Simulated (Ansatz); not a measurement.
# Y2B: relaxing a made-up structure

Starting from a made-up structure for Y2B, the aim is the relaxed cell, its shortest contacts and, where a second run follows, its electronic structure.

Main program and level: Ansatz 0.2.0; DFT, PBE, plane-wave PAW, default files, scalar-relativistic, no spin, cell and ions relaxed at zero pressure.

## (1) Starting point

It takes space group R-3m (No. 166, trigonal). The conventional cell has a = 3.608 Å, b = 3.608 Å, c = 17.382 Å, α = 90.00°, β = 90.00°, γ = 120.00°. Nearest to Y lie 3 B at 2.47 Å. Nearest to B lie 6 Y at 2.47 Å. Farther neighbours are not listed.

Coordinates:

```cif
data_structure
_symmetry_space_group_name_H-M 'R-3m:H'
_symmetry_Int_Tables_number 166
_cell_length_a 3.6080
_cell_length_b 3.6080
_cell_length_c 17.3820
_cell_angle_alpha 90.000
_cell_angle_beta 90.000
_cell_angle_gamma 120.000
_cell_volume 195.96
loop_
_atom_site_label
_atom_site_type_symbol
_atom_site_symmetry_multiplicity
_atom_site_Wyckoff_symbol
_atom_site_fract_x
_atom_site_fract_y
_atom_site_fract_z
_atom_site_occupancy
Y1 Y 6 c 0.00000 0.00000 0.74300 1
B1 B 3 a 0.00000 0.00000 0.00000 1
```

## (2) Relaxing cell and atoms

The guessed cell has no reason to be at equilibrium. It is relaxed with the atoms, within the space group of the guess.

Input file input.yaml:

```yaml
crystal:
  lattice:
    - [1.804, 1.041539886, 5.794]
    - [-1.804, 1.041539886, 5.794]
    - [0.0, -2.083079771, 5.794]
  atoms:
    - { symbol: "Y", position: [0.743, 0.743, 0.743] }
    - { symbol: "Y", position: [0.257, 0.257, 0.257] }
    - { symbol: B, position: [0.0, 0.0, 0.0] }
kpoints:
  mp_grid: { grid: [9, 9, 9] }
scf:
  occupations: { method: fermi_dirac, width: 0.05 }
hamiltonian:
  xc: pbe
  pseudopotentials: { kind: paw }
relax:
  f_tol: 0.015
  max_steps: 70
  cell: {}
output:
  forces: true
  stress: true
```

Command:

```console
$ ansatz run input.yaml --threads 4 --pin off --max-ram 8192MiB --backend cpu --events-out ev --progress --plain --runs-dir out
```

Numbers of over 12 decimals in the logs are rounded to 6 here.

The program printed:

```text
basis.fft_grid_basis auto: the FFT boxes are laid along the combinations [[1, 0, -1], [0, 1, -1], [0, 0, 1]] of the cell's own vectors, 3.608, 3.608 and 6.157 Å long. The dense box has 25×25×45 points. Along the cell's own vectors, as sized, it would have 45×45×45, 3.24 times as many. Of the 12 symmetry operations that the crystal satisfies within crystal.symmetry.tolerance (time reversal apart; of a slab, those that [...]
Engine: ansatz 0.2.0, aarch64-unknown-linux-gnu
Pseudopotentials: kind: paw
Pseudopotential: Y, paw, valence charge 11, recommended cutoff 420 eV (normal), Y.paw.azcp
Pseudopotential: B, paw, valence charge 3, recommended cutoff 420 eV (normal), B.paw.azcp
Functional definition: PBE
  parameter kappa = 0.804
  parameter beta = 0.066725
  exchange = pbe_x(kappa = kappa, mu = beta*pi^2/3)
  correlation = pbe_c(beta = beta)
Crystal: 3 atoms, lattice volume = 65.319 Å³
Basis set: ecut = 420 eV, 1249 PW (Γ), FFT grids on a1−a3, a2−a3, a3, exchange–correlation on 50×50×90 points (8 copies of the dense FFT grid, shifted against one another)
Bands: 17, of which v1, the nominal top of the filled ones, is band 13 counted from 1 (12 counted from 0)
Symmetry: 12 space group operations
Space group: R-3m (ITA 166), of the structure as read, at distance tolerance 4.0e-5 Å
k-points: 85 of 729
Non-local potential: Y, projectors of the file, l = 0: 3, l = 1: 2, l = 2: 2, l = 3: 1
Non-local potential: B, projectors of the file, l = 0: 2, l = 1: 2, l = 2: 1
PAW form: soft (Blöchl's): semilocal exchange-correlation on the pseudo side does not see the compensation charge
PAW one-centre angular grid: Y, 590 points (default); XC on 64 Gauss nodes
PAW one-centre angular grid: B, 110 points (default); XC on 64 Gauss nodes
Initial density: superposition of atomic densities (neutral atoms: chi_scale 0, normalization atom), corrected by the library's trained network
Initial wavefunctions: pseudopotential atomic-orbital guess
Functional: x = pbe(κ = 0.804, μ = 0.219515), c = pbe(β = 0.066725)
SCF iter   1: F=—  HF=-7852.798841 eV  |F-HF|=—  |Δ(HF+E_count)|=         —  Δρ=4.48e-3  dr2=2.09e-2  ethr=1.77e-3  ⟨swp⟩=5.6  Hψ=6552  notcnv=0
preconditioner: auto → Kerker (q_TF=auto, 2.325 Å⁻¹)  [metal: Δε(μ)=0.008 eV  Ē_g=4.122 eV  σ=0.050 eV  W_gap=0.04  n_scr=16 (ndim 8)  ℏωp=13.8 eV  f_vac=0.000  D(μ)=6.32/eV (n_scr^D=90)]
SCF iter   2: F=—  HF=-7852.795754 eV  |F-HF|=—  |Δ(HF+E_count)|=   3.09e-3  Δρ=2.65e-3  dr2=5.87e-3  ethr=8.37e-5  ⟨swp⟩=1.3  Hψ=2222  notcnv=0
SCF iter   3: F=—  HF=-7852.795000 eV  |F-HF|=—  |Δ(HF+E_count)|=   7.54e-4  Δρ=7.92e-4  dr2=1.02e-3  ethr=2.35e-5  ⟨swp⟩=2.1  Hψ=1818  notcnv=0
SCF iter   4: F=—  HF=-7852.794931 eV  |F-HF|=—  |Δ(HF+E_count)|=   6.91e-5  Δρ=2.68e-4  dr2=5.42e-5  ethr=4.07e-6  ⟨swp⟩=1.9  Hψ=1616  notcnv=0
SCF iter   5: F=—  HF=-7852.794943 eV  |F-HF|=—  |Δ(HF+E_count)|=   1.21e-5  Δρ=7.23e-5  dr2=4.75e-6  ethr=2.17e-7  ⟨swp⟩=2.5  Hψ=2096  notcnv=0
SCF iter   6: F=—  HF=-7852.794943 eV  |F-HF|=—  |Δ(HF+E_count)|=   1.52e-7  Δρ=2.99e-5  dr2=6.44e-7  ethr=1.90e-8  ⟨swp⟩=2.3  Hψ=2164  notcnv=0
SCF iter   7: F=-7852.794943 eV  HF=-7852.794943 eV  |F-HF|=2.41e-9  |Δ(HF+E_count)|=   8.10e-8  Δρ=4.42e-6  dr2=1.71e-8  ethr=4.00e-10  ⟨swp⟩=4.0  Hψ=4925  notcnv=0
SCF 1 converged in 7 iterations: F = -7852.794943 eV  dr2 = 1.71e-8
  greatest PAW one-centre occupation: 0.994 electrons in one spin orbital (limit 2), on the Y atom at site 1 (counted from 0), in its partial waves of l = 0
relax step   1: F+E_penalty+E_count = -7852.79494276 eV  Δ(F+E_penalty+E_count) = +0.000e0 eV  max|allowed force component| = 1.069e0 eV/Å  Δτ_max = 0.0000 Å  P = +12.157 GPa  Ω = 65.319 Å³  (7 SCF iters, dr2 threshold 1.00e-7 eV, accepted)
Crystal: 3 atoms, lattice volume = 74.381 Å³
Basis set: ecut = 420 eV, 1467 PW (Γ), FFT grids on a1−a3, a2−a3, a3, exchange–correlation on 50×50×90 points (8 copies of the dense FFT grid, shifted against one another)
Initial density: handed on by an earlier stage of this run
Initial wavefunctions: those handed on with the density
SCF iter   1: F=—  HF=-7854.127966 eV  |F-HF|=—  |Δ(HF+E_count)|=         —  Δρ=4.45e-2  dr2=7.11e0  ethr=3.10e-3  ⟨swp⟩=7.5  Hψ=8108  notcnv=0
preconditioner: auto → Kerker (q_TF=auto, 2.275 Å⁻¹)  [metal: Δε(μ)=0.011 eV  Ē_g=3.605 eV  σ=0.050 eV  W_gap=0.06  n_scr=16 (ndim 8)  ℏωp=12.9 eV  f_vac=0.000  D(μ)=3.20/eV (n_scr^D=28)]
SCF iter   2: F=—  HF=-7853.229223 eV  |F-HF|=—  |Δ(HF+E_count)|=   8.99e-1  Δρ=1.40e-2  dr2=8.19e-1  ethr=3.10e-3  ⟨swp⟩=2.1  Hψ=2877  notcnv=0
SCF iter   3: F=—  HF=-7853.126990 eV  |F-HF|=—  |Δ(HF+E_count)|=   1.02e-1  Δρ=5.52e-3  dr2=4.37e-2  ethr=3.10e-3  ⟨swp⟩=1.5  Hψ=1594  notcnv=0
SCF iter   4: F=—  HF=-7853.119262 eV  |F-HF|=—  |Δ(HF+E_count)|=   7.73e-3  Δρ=4.03e-3  dr2=4.72e-2  ethr=1.75e-4  ⟨swp⟩=2.1  Hψ=2793  notcnv=0
SCF iter   5: F=—  HF=-7853.114353 eV  |F-HF|=—  |Δ(HF+E_count)|=   4.91e-3  Δρ=9.37e-4  dr2=2.36e-3  ethr=1.75e-4  ⟨swp⟩=2.0  Hψ=1805  notcnv=0
SCF iter   6: F=—  HF=-7853.114163 eV  |F-HF|=—  |Δ(HF+E_count)|=   1.90e-4  Δρ=2.47e-4  dr2=1.96e-4  ethr=9.42e-6  ⟨swp⟩=1.5  Hψ=1538  notcnv=0
SCF iter   7: F=—  HF=-7853.114153 eV  |F-HF|=—  |Δ(HF+E_count)|=   9.57e-6  Δρ=9.08e-5  dr2=2.27e-5  ethr=7.84e-7  ⟨swp⟩=1.0  Hψ=1449  notcnv=0
SCF iter   8: F=—  HF=-7853.114151 eV  |F-HF|=—  |Δ(HF+E_count)|=   1.88e-6  Δρ=5.32e-5  dr2=6.87e-6  ethr=9.08e-8  ⟨swp⟩=1.0  Hψ=1445  notcnv=0
SCF iter   9: F=—  HF=-7853.114151 eV  |F-HF|=—  |Δ(HF+E_count)|=   6.09e-7  Δρ=2.10e-5  dr2=1.01e-6  ethr=2.75e-8  ⟨swp⟩=1.0  Hψ=1445  notcnv=0
SCF iter  10: F=-7853.114151 eV  HF=-7853.114151 eV  |F-HF|=1.02e-9  |Δ(HF+E_count)|=   1.14e-7  Δρ=1.34e-6  dr2=1.73e-9  ethr=1.20e-9  ⟨swp⟩=4.0  Hψ=4379  notcnv=0
SCF 2 converged in 10 iterations: F = -7853.114151 eV  dr2 = 1.73e-9
  greatest PAW one-centre occupation: 0.993 electrons in one spin orbital (limit 2), on the Y atom at site 1 (counted from 0), in its partial waves of l = 0
relax step   2: F+E_penalty+E_count = -7853.11415057 eV  Δ(F+E_penalty+E_count) = -3.192e-1 eV  max|allowed force component| = 4.960e-1 eV/Å  Δτ_max = 0.1063 Å  P = -1.064 GPa  Ω = 74.381 Å³  energy of the carried Pulay correction = -1.823e-3 eV  (10 SCF iters, dr2 threshold 3.00e-7 eV, accepted)
Crystal: 3 atoms, lattice volume = 79.990 Å³
Basis set: ecut = 420 eV, 1545 PW (Γ), FFT grids on a1−a3, a2−a3, a3, exchange–correlation on 50×50×90 points (8 copies of the dense FFT grid, shifted against one another)
SCF iter   1: F=—  HF=-7853.577666 eV  |F-HF|=—  |Δ(HF+E_count)|=         —  Δρ=2.57e-2  dr2=2.38e0  ethr=3.10e-3  ⟨swp⟩=7.7  Hψ=8871  notcnv=0
preconditioner: auto → Kerker (q_TF=auto, 2.248 Å⁻¹)  [metal: Δε(μ)=0.035 eV  Ē_g=4.177 eV  σ=0.050 eV  W_gap=0.17  n_scr=16 (ndim 8)  ℏωp=12.5 eV  f_vac=0.000  D(μ)=3.23/eV (n_scr^D=28)]
SCF iter   2: F=—  HF=-7853.262102 eV  |F-HF|=—  |Δ(HF+E_count)|=   3.16e-1  Δρ=1.15e-2  dr2=5.81e-1  ethr=3.10e-3  ⟨swp⟩=1.9  Hψ=2487  notcnv=0
SCF iter   3: F=—  HF=-7853.170125 eV  |F-HF|=—  |Δ(HF+E_count)|=   9.20e-2  Δρ=2.69e-3  dr2=2.03e-2  ethr=2.32e-3  ⟨swp⟩=2.0  Hψ=1754  notcnv=0
SCF iter   4: F=—  HF=-7853.165860 eV  |F-HF|=—  |Δ(HF+E_count)|=   4.27e-3  Δρ=8.47e-4  dr2=2.28e-3  ethr=8.13e-5  ⟨swp⟩=1.9  Hψ=2037  notcnv=0
SCF iter   5: F=—  HF=-7853.165978 eV  |F-HF|=—  |Δ(HF+E_count)|=   1.17e-4  Δρ=7.83e-4  dr2=2.56e-3  ethr=9.11e-6  ⟨swp⟩=2.0  Hψ=1785  notcnv=0
SCF iter   6: F=—  HF=-7853.165728 eV  |F-HF|=—  |Δ(HF+E_count)|=   2.50e-4  Δρ=1.43e-4  dr2=2.71e-5  ethr=9.11e-6  ⟨swp⟩=1.1  Hψ=1465  notcnv=0
SCF iter   7: F=—  HF=-7853.165725 eV  |F-HF|=—  |Δ(HF+E_count)|=   2.09e-6  Δρ=5.97e-5  dr2=5.95e-6  ethr=1.09e-7  ⟨swp⟩=1.9  Hψ=1706  notcnv=0
SCF iter   8: F=—  HF=-7853.165725 eV  |F-HF|=—  |Δ(HF+E_count)|=   4.56e-8  Δρ=3.58e-5  dr2=4.02e-6  ethr=2.38e-8  ⟨swp⟩=1.0  Hψ=1446  notcnv=0
SCF iter   9: F=-7853.165725 eV  HF=-7853.165725 eV  |F-HF|=1.64e-7  |Δ(HF+E_count)|=   3.49e-7  Δρ=8.39e-6  dr2=2.11e-7  ethr=1.20e-9  ⟨swp⟩=3.0  Hψ=4833  notcnv=0
SCF 3 converged in 9 iterations: F = -7853.165725 eV  dr2 = 2.11e-7
relax step   3: F+E_penalty+E_count = -7853.16572490 eV  Δ(F+E_penalty+E_count) = -5.157e-2 eV  max|allowed force component| = 4.617e-2 eV/Å  Δτ_max = 0.1837 Å  P = -0.634 GPa  Ω = 79.990 Å³  energy of the carried Pulay correction = -2.839e-3 eV  (9 SCF iters, dr2 threshold 3.00e-7 eV, accepted)
[...]
relax step   4: F+E_penalty+E_count = -7853.17445006 eV  Δ(F+E_penalty+E_count) = -8.725e-3 eV  max|allowed force component| = 2.043e-3 eV/Å  Δτ_max = 0.0394 Å  P = -0.333 GPa  Ω = 77.928 Å³  energy of the carried Pulay correction = -2.474e-3 eV  (6 SCF iters, dr2 threshold 3.00e-7 eV, accepted)
[...]
relax step   5: F+E_penalty+E_count = -7853.17619063 eV  Δ(F+E_penalty+E_count) = -1.741e-3 eV  max|allowed force component| = 1.670e-2 eV/Å  Δτ_max = 0.0149 Å  P = +0.009 GPa  Ω = 76.919 Å³  energy of the carried Pulay correction = -2.292e-3 eV  (6 SCF iters, dr2 threshold 3.00e-7 eV, accepted)
[...]
relax step   6: F+E_penalty+E_count = -7853.17646919 eV  Δ(F+E_penalty+E_count) = -2.786e-4 eV  max|allowed force component| = 1.968e-3 eV/Å  Δτ_max = 0.0100 Å  P = -0.011 GPa  Ω = 76.570 Å³  energy of the carried Pulay correction = -2.229e-3 eV  (7 SCF iters, dr2 threshold 1.74e-8 eV, accepted)
Basis set: ecut = 420 eV, 1479 PW (Γ), FFT grids on a1−a3, a2−a3, a3, exchange–correlation on 54×54×90 points (8 copies of the dense FFT grid, shifted against one another)
Initial wavefunctions: pseudopotential atomic-orbital guess (no wavefunctions were taken with the density)
iter 1 solved again at ethr=2.39e-7 eV; its pass at ethr=3.10e-3 eV (dr2=5.97e-5 eV) is discarded
SCF iter   1: F=—  HF=-7853.180483 eV  |F-HF|=—  |Δ(HF+E_count)|=         —  Δρ=1.87e-4  dr2=1.15e-5  ethr=2.39e-7  ⟨swp⟩=3.5  Hψ=10617  notcnv=0
preconditioner: auto → Kerker (q_TF=auto, 2.264 Å⁻¹)  [metal: Δε(μ)=0.005 eV  Ē_g=3.897 eV  σ=0.050 eV  W_gap=0.03  n_scr=16 (ndim 8)  ℏωp=12.7 eV  f_vac=0.000  D(μ)=7.29/eV (n_scr^D=104)]
SCF iter   2: F=—  HF=-7853.180509 eV  |F-HF|=—  |Δ(HF+E_count)|=   2.60e-5  Δρ=1.02e-4  dr2=2.21e-6  ethr=4.61e-8  ⟨swp⟩=2.0  Hψ=1842  notcnv=0
SCF iter   3: F=—  HF=-7853.180517 eV  |F-HF|=—  |Δ(HF+E_count)|=   7.78e-6  Δρ=5.32e-5  dr2=2.38e-7  ethr=8.83e-9  ⟨swp⟩=2.0  Hψ=1750  notcnv=0
SCF iter   4: F=—  HF=-7853.180520 eV  |F-HF|=—  |Δ(HF+E_count)|=   2.87e-6  Δρ=3.71e-6  dr2=5.20e-9  ethr=9.53e-10  ⟨swp⟩=2.0  Hψ=1863  notcnv=0
SCF iter   5: F=—  HF=-7853.180520 eV  |F-HF|=—  |Δ(HF+E_count)|=   8.78e-9  Δρ=3.30e-7  dr2=1.74e-10  ethr=2.08e-11  ⟨swp⟩=2.0  Hψ=1845  notcnv=0
SCF iter   6: F=-7853.180520 eV  HF=-7853.180520 eV  |F-HF|=0.00e0  |Δ(HF+E_count)|=  1.09e-11  Δρ=7.16e-8  dr2=5.40e-12  ethr=1.00e-12  ⟨swp⟩=5.0  Hψ=5559  notcnv=0
SCF 7 converged in 6 iterations: F = -7853.180520 eV  dr2 = 5.40e-12
relax step   7: F+E_penalty+E_count = -7853.18051971 eV  Δ(F+E_penalty+E_count) = -4.051e-3 eV  max|allowed force component| = 1.282e-3 eV/Å  Δτ_max = 0.0000 Å  P = +0.041 GPa  Ω = 76.570 Å³  stress off target by 4.39e-2 GPa  SCF on the basis re-selected at this cell (its energy is not comparable with the rows above)  (6 SCF iters)
basis re-selected at this cell: Δ(F+E_penalty+E_count) = -4.051e-3 eV, ΔP = +0.052 GPa vs the last step (what re-selecting the basis moved, of the pressure what is left beyond the Pulay correction that the steps carried, after the strain that the cell walked since its last selection, with what the two solves' SCF thresholds leave and, on support functions, any second-order correction that the steps lacked; it is no measure of the basis error at this ecutwfc). The dense FFT grid was sized anew with the basis: this SCF ran on 27×27×45 points, the steps before it on 25×25×45, so part of this shift can come from that change (see relax.cell in the input reference). [rest of the remark cut]
SCF converged after 6 iterations
Free energy (F): -7853.180520 eV
Harris-Foulkes:  -7853.180520 eV  (|F-HF|=0.00e0)
Internal energy: -7853.124329 eV  (E = F + TS)
E sigma→0 (E₀):  -7853.152424 eV
Entropy (-TS):   -0.056191 eV (-18.730 meV/atom)
Fermi energy:    8.367908 eV
--- Per-component energies (eV) ---
  E_band       = -242.639705
  E_kinetic    = 654.725231
  E_local      = -1384.247655  (includes V_loc(G=0)·N_el)
  E_nonlocal   = 112.286701
  E_hartree    = 459.061713
  E_xc         = -377.439811
  E_vxc        = -434.452252  (∫ρ·V_xc dr)
  E_paw        = -5729.211881  (= ΣΔE_a)
  E_vpaw       = -109.075157  (= ΣTr[D̂ρ^β])
  E_aug_tail   = 0.000003  (compensation charges beyond the density's cutoff)
  E_ewald      = -1588.298630
  E_smearing   = -0.056191  (= −TS)
  E_closure    = 0.000000  (closes the sum)
  Σ components = -7853.180520   (vs F -7853.180520, Δ=0.00e0)
--- Forces (eV/Å), atoms counted from 1 ---
  atom   1  Y      0.00000000     0.00000000     0.00128206
  atom   2  Y      0.00000000    -0.00000000    -0.00128206
  atom   3  B      0.00000000     0.00000000    -0.00000000
  max |Σ_I F_I| component: 7.89e-31 eV/Å
--- Stress (GPa, compression-positive) ---
        0.043922      -0.000000       0.000000
       -0.000000       0.043922      -0.000000
        0.000000      -0.000000       0.034667
  P = ⅓ Tr σ = 0.0408 GPa (0.408 kbar)
--- Relaxed structure (6 steps of the walk, 6 accepted, 1 SCFs on fresh bases) ---
  F+E_penalty+E_count = -7853.18051971 eV   max|allowed force component| = 1.282e-3 eV/Å   (the final SCF, on the basis selected at the relaxed cell)
  cell:  # Å, volume = 76.5700 Å³
    - [1.872604, 1.081148, 6.303417]
    - [-1.872604, 1.081148, 6.303417]
    - [0, -2.162297, 6.303417]
  atoms:
    - { symbol: Y, position: [0.742247, 0.742247, 0.742247] }
    - { symbol: Y, position: [0.257753, 0.257753, 0.257753] }
    - { symbol: B, position: [-2.6613331427419934e-19, -2.661333142741993e-19, -2.6613331437039507e-19] }
```

Wall time 7.2 s (4 threads of Arm Neoverse V2, shared host); peak memory 0.43 GiB; 26 s of CPU time.

The steps of the relaxation:

| step | energy less that of the first step (eV) | largest force component (eV/Å) | pressure (GPa) | volume (Å³) |
| --- | --- | --- | --- | --- |
| 1 | 0.0000 | 1.0690 | 12.16 | 65.32 |
| 2 | -0.3192 | 0.4960 | -1.06 | 74.38 |
| 3 | -0.3708 | 0.0462 | -0.63 | 79.99 |
| 4 | -0.3795 | 0.0020 | -0.33 | 77.93 |
| 5 | -0.3812 | 0.0167 | 0.01 | 76.92 |
| 6 | -0.3815 | 0.0020 | -0.01 | 76.57 |
| 7* | -0.3856 | 0.0013 | 0.04 | 76.57 |

Relaxation steps marked * repeat the geometry before them on a plane-wave basis chosen anew for their cell, so energy and pressure can jump there.

Forces are held to the 12 operations that the run works with; a distortion that breaks them can't arise in this run.

| conventional cell, symmetrised | before | after | change |
| --- | --- | --- | --- |
| a (Å) | 3.608 | 3.745 | +3.8 % |
| b (Å) | 3.608 | 3.745 | +3.8 % |
| c (Å) | 17.382 | 18.910 | +8.8 % |
| volume (Å³/atom) | 21.77 | 25.52 | +17.2 % |

The atoms that moved most (Å, as changes of fractional coordinates times the final cell):

| atom | dx | dy | dz | length |
| --- | --- | --- | --- | --- |
| Y2 | 0.000 | 0.000 | 0.014 | 0.014 |
| Y1 | 0.000 | 0.000 | -0.014 | 0.014 |

The relaxed structure:

```xyz
3
Lattice="1.8726 1.0811 6.3034 -1.8726 1.0811 6.3034 0.0000 -2.1623 6.3034" Properties=species:S:1:pos:R:3 pbc="T T T"
Y     0.0000    0.0000   14.0361
Y     0.0000    0.0000    4.8742
B     0.0000    0.0000    0.0000
```

This step gave:

```
free energy             : -7853.1805 eV
energy at zero smearing : -7853.1524 eV
smearing term TS        : 0.05619 eV
Fermi energy            : 8.368 eV
electrons               : 25
symmetry operations     : 12
pressure                : 0.04084 GPa
```

The shortest distance of each pair, which need not be the same contact before and after:

| pair | guess (Å) | relaxed (Å) |
| --- | --- | --- |
| B–Y | 2.470 | 2.592 |
| Y–Y | 3.374 | 3.584 |
| B–B | 3.608 | 3.745 |

The relaxation ends with a largest force component of 0.0013 eV/Å and a pressure of 0.04 GPa.

## (3) Results

| Item | Value |
| --- | --- |
| space group, relaxed | R-3m |
| conventional cell | a = 3.745, b = 3.745, c = 18.910 Å; α = 90.0°, β = 90.0°, γ = 120.0° |
| volume per atom | 25.52 Å³ (guess 21.77) |

**Reading.** Y2B relaxes to R-3m with a = 3.745, b = 3.745 and c = 18.910 Å. The guessed volume was 15 % too small. The space group R-3m was held in the relaxation, so the end point is a stationary structure within it and may be a saddle against distortions or other arrangements. Mesh and cutoff weren't tested. A vector of the cell changed its length by 8 %, more than the volume shows. No dispersion term is used, so weakly bound directions may come out too long. Nothing here tests whether the compound is stable against decomposition.

[Logs are printed without paths, hosts, clocks, repeated set-up lines and the standing remarks that a program may print on its own settings, such as how far it seeks lower states.]

[Hosts, paths, dates, database ids (printed as entryN), source tags and the programs' standing remarks are cut or masked in the printed files.]
